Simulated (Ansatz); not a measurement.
The compound is TcS2 (1H sheet).

The cell holds 3 atoms: 1 Tc and 2 S. Its edges and angles: a = 3.240 Å, b = 3.240 Å, c = 30.263 Å, α = 90.0°, β = 90.0°, γ = 120.0°. Vacuum lies along c.

```
Tc S
1.0
    -2.80593    1.62000    0.00000
     0.00000   -3.24001    0.00000
     0.00000    0.00000   30.26341
Tc S
1 2
Direct
  0.00000 0.00000 0.31240
  0.33333 0.66667 0.36000
  0.33333 0.66667 0.26480
```

The structure was relaxed with PBEsol. The structure was generated from a model, not taken from a measurement. The runs that relaxed it are not among those shown. The program's search for lower electronic states was switched off, so nothing shows that the state found is the lowest. PAW set soft_2, made with PBE.

A constrained-RPA run (Ansatz 0.2.0; non-magnetic PBEsol; Tc d + anion p, bands v8 to c3, 6×6×1 mesh, medium accuracy) builds 11 functions on bands 10 eV wide, with 15.0 electrons in the window. The bare on-site interaction is 14.3 eV and the bare J 0.54 eV.

**Question.** Estimate U, U′ and J.

On the Tc d shell, U = 6.70 eV (47 % of the bare value), U′ = 5.90 eV, J = 0.41 eV.

The parent state is non-magnetic and the interaction static (zero frequency); U depends on the window and the orbitals, so it belongs to this model alone. A window that holds the anion p bands defines a model with explicit ligands; its U belongs to that model and is not the U of DFT+U.

[Paths, hosts, dates, memory and timing lines, banners, echoed tables and standing remarks are left out of the program output.]

[Logs are printed without paths, hosts, clocks, repeated set-up lines and the standing remarks that a program may print on its own settings, such as how far it seeks lower states.]

[Runs of the session that timed out or met a known fault of the program may be left out.]

[Hosts, paths, dates, database ids (printed as entryN), source tags and the programs' standing remarks are cut or masked in the printed files.]
